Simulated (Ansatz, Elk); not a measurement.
## CuPb2S2Br2: X-ray structure factors from the self-consistent density

Structure refinements treat a crystal as free atoms side by side. For a made-up structure of CuPb2S2Br2 (cell and positions from a PBEsol relaxation) the runs below show what the calculated density changes in F(hkl).

Program: Elk 11.2.3 (patched build). Level of theory: DFT, PBE, all-electron APW+lo, Dirac cores, scalar-relativistic bands, static density, no spin. Results are calculated unless marked as measured.

The structure was built from a prototype and need not be the compound's stable phase.

## Step 1: The starting structure

Symmetry: I4/mmm, No. 139, tetragonal system. The conventional cell has a = 4.759 Å, b = 4.759 Å, c = 15.443 Å, α = 90.00°, β = 90.00°, γ = 90.00°. Pb has 4 S at 3.04 Å and 4 Br at 3.09 Å nearest. Nearest to Br lie 4 Pb at 3.09 Å. Cu has 4 S at 2.38 Å nearest. Nearest to S lie 2 Cu at 2.38 Å and 4 Pb at 3.04 Å. Farther neighbours and most contacts between anions are not listed.

## Step 2: Ground state and structure factors

An all-electron density is needed, since X-rays see the cores too. Task 0 finds the density and task 195 Fourier-transforms it; tshift is off so that phases refer to the origin typed.

Input file elk.in:

```
tasks
  0
  195

xctype
  20

spinpol
  .false.

rgkmax
  7.0

gmaxvr
  14.0

lmaxo
  7

lmaxapw
  8

swidth
  0.002

tshift
  .false.

ramdisk
  .false.

hmaxvr
  5.5

maxscl
  120

epspot
  1e-06

sppath
  './'

avec
  -4.49634324574 4.49634324574 14.59139585272
  4.49634324574 -4.49634324574 14.59139585272
  4.49634324574 4.49634324574 -14.59139585272

atoms
  4
  'Pb.in'
  2
  0.6223863877 0.6223863877 -0.0000000000   0.000000 0.000000 0.000000
  0.3776136123 0.3776136123 -0.0000000000   0.000000 0.000000 0.000000
  'Br.in'
  2
  0.2500000000 0.7500000000 0.5000000000   0.000000 0.000000 0.000000
  0.7500000000 0.2500000000 0.5000000000   0.000000 0.000000 0.000000
  'Cu.in'
  1
  -0.0000000000 -0.0000000000 0.0000000000   0.000000 0.000000 0.000000
  'S.in'
  2
  -0.0000000000 0.5000000000 0.5000000000   0.000000 0.000000 0.000000
  0.5000000000 -0.0000000000 0.5000000000   0.000000 0.000000 0.000000

ngridk
  7 7 7
```

The run is started by

```sh
$ OMP_NUM_THREADS=4 elk
```

Numbers of over 12 decimals in the logs are rounded to 6 here.

The program printed:

```text
┌─────────────────────────┐
│ Elk code version 11.2.3 │
└─────────────────────────┘

All units are atomic (Hartree, Bohr, etc.)

┌─────────────────────────────────────────────────┐
│ Ground-state run starting from atomic densities │
└─────────────────────────────────────────────────┘

Lattice vectors :
  -4.496343246       4.496343246       14.59139585
   4.496343246      -4.496343246       14.59139585
   4.496343246       4.496343246      -14.59139585

Reciprocal lattice vectors :
  0.1157038030E-17  0.6986994724      0.2153044633
  0.6986994724      0.1157038030E-17  0.2153044633
  0.6986994724      0.6986994724     -0.1709300957E-17

Unit cell volume      :    1179.982987
Brillouin zone volume :   0.2102150761

Muffin-tin inner radius fraction :   0.1000000000E-01

Nuclei treated as point charges

Species : 1 (Pb)
 parameters loaded from : Pb.in
 name : lead
 nuclear charge    :   -82.00000000
 electronic charge :    82.00000000
 atomic mass :    377702.4943
 muffin-tin radius :    2.800000000
 number of radial points in muffin-tin :   1393
 inner part over the whole radius :   0.9993555083E-02
 number on inner part of muffin-tin    :   1001
 approximate nuclear radius :   0.1047603524E-03
 number of mesh points to nuclear radius :    525
 atomic positions (lattice), magnetic fields (Cartesian) :
  1 :  -0.37761361 -0.37761361  0.00000000    0.00000000  0.00000000  0.00000000
  2 :   0.37761361  0.37761361  0.00000000    0.00000000  0.00000000  0.00000000

Species : 2 (Br)
 parameters loaded from : Br.in
 name : bromine
 nuclear charge    :   -35.00000000
 electronic charge :    35.00000000
 atomic mass :    145656.0816
 muffin-tin radius :    2.400000000
 number of radial points in muffin-tin :    993
 inner part over the whole radius :   0.9934012010E-02
 number on inner part of muffin-tin    :    703
 approximate nuclear radius :   0.7858070945E-04
 number of mesh points to nuclear radius :    344
 atomic positions (lattice), magnetic fields (Cartesian) :
  1 :   0.25000000 -0.25000000  0.50000000    0.00000000  0.00000000  0.00000000
  2 :  -0.25000000  0.25000000  0.50000000    0.00000000  0.00000000  0.00000000

Species : 3 (Cu)
 parameters loaded from : Cu.in
 name : copper
 nuclear charge    :   -29.00000000
 electronic charge :    29.00000000
 atomic mass :    115837.2717
 muffin-tin radius :    2.319831259
 number of radial points in muffin-tin :    993
 inner part over the whole radius :   0.9992516937E-02
 number on inner part of muffin-tin    :    701
 approximate nuclear radius :   0.7406004541E-04
 number of mesh points to nuclear radius :    337
 atomic positions (lattice), magnetic fields (Cartesian) :
  1 :   0.00000000  0.00000000  0.00000000    0.00000000  0.00000000  0.00000000

Species : 4 (S)
 parameters loaded from : S.in
 name : sulphur
 nuclear charge    :   -16.00000000
 electronic charge :    16.00000000
 atomic mass :    58450.91931
 muffin-tin radius :    2.126511987
 number of radial points in muffin-tin :    793
 inner part over the whole radius :   0.9992479262E-02
 number on inner part of muffin-tin    :    554
 approximate nuclear radius :   0.6195814986E-04
 number of mesh points to nuclear radius :    251
 atomic positions (lattice), magnetic fields (Cartesian) :
  1 :   0.00000000  0.50000000  0.50000000    0.00000000  0.00000000  0.00000000
  2 :   0.50000000  0.00000000  0.50000000    0.00000000  0.00000000  0.00000000

Total number of atoms per unit cell :    7
Total muffin-tin volume :    432.5715235
 ratio of muffin-tin to unit cell volume :   0.3665913222

Spin treatment :
 spin-unpolarised

Number of Bravais lattice symmetries :   16
Number of crystal symmetries         :   16
Crystal has inversion symmetry
Real symmetric eigensolver will be used

k-point grid :      7     7     7
k-point offset :    0.000000000       0.000000000       0.000000000
k-point set is reduced with full crystal symmetry group
Total number of k-points :       40

[...]
Estimated direct band gap   :   0.8468323292E-02
 at k-point 22

Charges :
 core                        :    204.0000000
 valence                     :    91.00000000
 interstitial                :    11.45770958
 muffin-tins (core leakage)
  species : 1 (Pb)
[...]
species : 2 (Br)
[...]
species : 3 (Cu)
[...]
species : 4 (S)
[...]
total in muffin-tins        :    283.5422904
 total calculated charge     :    294.9961324
 total charge                :    295.0000000
 error                       :   0.3867563237E-02

RMS change in Kohn-Sham potential (target) :   0.3515929090     (  0.1000000000E-05)
Absolute change in total energy (target)   :   0.5136293825     (  0.1000000000E-03)

[... loops 3 to 17 left out ...]

┌──────────────────┐
│ Loop number : 18 │
└──────────────────┘

Energies :
 Fermi                       :     0.137774
 sum of occupied eigenvalues :     -30321.344994130
 electron kinetic            :      56571.280021663
 core electron kinetic       :      55626.317536047
 Coulomb                     :     -105011.20062921
 Coulomb potential           :     -85476.302514064
 nuclear-nuclear             :     -3827.8578998313
 electron-nuclear            :     -116950.85252803
 Hartree                     :      15767.509798655
 Madelung                    :     -62273.049372176
 xc potential                :     -1416.3225017297
 exchange                    :     -1068.0156986294
 correlation                 :     -16.197500830263
 electron entropic           :    -0.11888101702131E-02
 total energy                :     -49524.134995814

Density of states at Fermi energy :    90.39219801
 (states/Hartree/unit cell)

Estimated indirect band gap :   0.3147963452E-02
 from k-point 9 to k-point 15
Estimated direct band gap   :   0.4275490580E-02
 at k-point 15

Charges :
 core                        :    204.0000000
 valence                     :    91.00000000
 interstitial                :    11.25423201
 muffin-tins (core leakage)
  species : 1 (Pb)
[...]
species : 2 (Br)
[...]
species : 3 (Cu)
[...]
species : 4 (S)
[...]
total in muffin-tins        :    283.7457680
 total calculated charge     :    294.9963251
 total charge                :    295.0000000
 error                       :   0.3674888447E-02

RMS change in Kohn-Sham potential (target) :   0.3707202293E-06 (  0.1000000000E-05)
Absolute change in total energy (target)   :   0.5717020395E-04 (  0.1000000000E-03)

Convergence targets achieved

┌──────────────────┐
│ Loop number : 19 │
└──────────────────┘

Energies :
 Fermi                       :     0.137774
 sum of occupied eigenvalues :     -30321.345021805
 electron kinetic            :      56571.279999158
 core electron kinetic       :      55626.317518719
 Coulomb                     :     -105011.20062872
 Coulomb potential           :     -85476.302509079
 nuclear-nuclear             :     -3827.8578998313
 electron-nuclear            :     -116950.85253216
 Hartree                     :      15767.509803274
 Madelung                    :     -62273.049374180
 xc potential                :     -1416.3225118840
 exchange                    :     -1068.0156985415
 correlation                 :     -16.197500831019
 electron entropic           :    -0.11888079378636E-02
 total energy                :     -49524.135017742

Density of states at Fermi energy :    90.39193101
 (states/Hartree/unit cell)

Estimated indirect band gap :   0.3148020367E-02
 from k-point 9 to k-point 15
Estimated direct band gap   :   0.4275575217E-02
 at k-point 15

Charges :
 core                        :    204.0000000
 valence                     :    91.00000000
 interstitial                :    11.25423177
 muffin-tins (core leakage)
  species : 1 (Pb)
[...]
species : 2 (Br)
[...]
species : 3 (Cu)
   atom 1                    :    27.93020774     (  0.2463356302E-03)
  species : 4 (S)
   atom 1                    :    14.25907747     (  0.1135398150E-03)
   atom 2                    :    14.25907747     (  0.1135398150E-03)
 total in muffin-tins        :    283.7457682
 total calculated charge     :    294.9963251
 total charge                :    295.0000000
 error                       :   0.3674888693E-02

┌──────────────────────────────┐
│ Self-consistent loop stopped │
└──────────────────────────────┘

Warning : the lowest level lies among the core levels :   -2.410085710      -2.609703649

Warning : core states of species 1 leak from the muffin-tin :   0.1164591726E-02

Warning : core states of species 3 leak from the muffin-tin :   0.2463356302E-03

Warning : core states of species 4 leak from the muffin-tin :   0.1135398150E-03

Wrote STATE.OUT
```

It took 2.1 min on 4 threads of Arm Neoverse V1, shared host; peak memory 0.39 GiB.

SFACRHO.OUT:

```text

h k l indices transformed by vhmat matrix:
   1.000000000       0.000000000       0.000000000    
   0.000000000       1.000000000       0.000000000    
   0.000000000       0.000000000       1.000000000    

      h      k      l  multipl.   |H|            Re(F)            Im(F)           |F|

      0      0      0      1   0.0000000       295.00000      0.78107847E-15   295.00000    
      1      1     -1      2  0.43060893      -4.0204584     -0.35535976E-13   4.0204584    
     -1      0      0      8  0.73112035      -83.657357     -0.62099232E-14   83.657357    
     -2     -2      2      2  0.86121785      -34.703597     -0.68078479E-13   34.703597    
      2      1     -1      8  0.95151724       124.91500      0.60127224E-14   124.91500    
      0      0     -1      4  0.98811027       86.251305     -0.44689136E-13   86.251305    
     -2      0      1      8   1.0778618       63.966286     -0.30505201E-13   63.966286    
      2      3     -2      8   1.2833866       130.42270     -0.27910873E-14   130.42270    
      3      3     -3      2   1.2918268      -23.818802     -0.98826644E-13   23.818802    
      2      2     -1      8   1.3107472      -194.20696     -0.20066581E-13   194.20696    
     -1      1     -1      4   1.3973989       236.79881      0.41386742E-13   236.79881    
      2      0     -2      8   1.4622407      -5.5411283     -0.60682410E-13   5.5411283    
      0      1      1     16   1.5771052      -73.714135     -0.53610689E-14   73.714135    
     -4     -2      3      8   1.6264004       40.333700     -0.88595088E-13   40.333700    
      3      1     -3      8   1.6414689      -38.371205      0.13130929E-12   38.371205    
      3      4     -3      8   1.6612121      -60.019325      0.14397351E-13   60.019325    
     -2     -1      3     16   1.6905942       108.83127     -0.52668547E-14   108.83127    
      4      4     -4      2   1.7224357       219.42884      0.11720000E-12   219.42884
```

Elk indexes on the primitive cell of elk.in and gives |H| = 4π sin θ/λ in inverse bohr. Below, one row stands for each form hkl of the conventional cell (m members, Friedel mates merged), F is for one primitive cell and the density is static (no thermal factor). Free-atom factors are Waasmaier and Kirfel's, and R is Σm||F|−|F'||/Σm|F|.

```tsv
hkl	m	sin θ/λ (Å⁻¹)	abs F, DFT	neutral atoms	diff.
002	2	0.065	4.021	4.001	+0.020
101	8	0.110	83.657	83.696	-0.038
004	2	0.130	34.704	35.556	-0.852
103	8	0.143	124.915	125.260	-0.345
110	4	0.149	86.251	87.351	-1.100
112	8	0.162	63.966	64.305	-0.339
105	8	0.193	130.423	130.739	-0.316
006	2	0.194	23.819	23.495	+0.323
114	8	0.197	194.207	193.712	+0.495
200	4	0.210	236.799	236.862	-0.063
202	8	0.220	5.541	5.283	+0.258
211	16	0.237	73.714	73.461	+0.253
116	8	0.245	40.334	40.580	-0.246
204	8	0.247	38.371	37.898	+0.473
107	8	0.250	60.019	59.739	+0.280
213	16	0.254	108.831	109.085	-0.254
008	2	0.259	219.429	220.012	-0.583
215	16	0.285	116.101	116.209	-0.108
```

## Step 3: The highest occupied states alone

An energy window below the Fermi level keeps the highest occupied states, to see at which angles they scatter; shallow core shells can lie inside it and anion s states outside. No new self-consistency is needed.

Changes to elk.in since step 2:

```diff
@@ -1,3 +1,2 @@
 tasks
-  0
   195
@@ -40,2 +39,5 @@
 
+wsfac
+  -0.303220 0.437770
+
 sppath
```

The run is started by

```sh
$ OMP_NUM_THREADS=4 elk
```

The program printed:

```text
┌─────────────────────────────────┐
│ Elk code version 11.2.3 started │
└─────────────────────────────────┘

Info(readinput): the functional depends on the density's gradient
 muffin-tin radial points multiplied by    2.00000
 (not where nrmtscf is given)

┌────────────────────┐
│ Current task : 195 │
└────────────────────┘
Info(checkmt): changed muffin-tin radius of species 3 (Cu) from   2.4000 to   2.3198
Info(checkmt): changed muffin-tin radius of species 4 (S) from   2.2000 to   2.1265

Info(sfacrho): density structure factors written to SFACRHO.OUT

 Energy window :  -0.3032200000      0.4377700000

┌──────────────────┐
│ Elk code stopped │
└──────────────────┘
```

The job ended after 34 s (4 threads; peak memory 0.27 GiB).

States within 12 eV below the Fermi level hold 39.49 electrons; any levels below the window count with the cores, and a count that is not whole means the window cuts a band. Their amplitudes can exceed the total, where window and core parts have opposite phase:

```tsv
hkl	sin θ/λ (Å⁻¹)	abs F, window	abs F, all
002	0.065	10.975	4.021
101	0.110	6.640	83.657
004	0.130	18.326	34.704
103	0.143	9.518	124.915
110	0.149	0.503	86.251
112	0.162	6.886	63.966
105	0.193	7.401	130.423
006	0.194	7.432	23.819
114	0.197	0.617	194.207
200	0.210	11.609	236.799
```

(Continued in part 2 of 2.)

[Logs are printed without paths, hosts, clocks, repeated set-up lines and the standing remarks that a program may print on its own settings, such as how far it seeks lower states.]

[Hosts, paths, dates, database ids (printed as entryN), source tags and the programs' standing remarks are cut or masked in the printed files.]
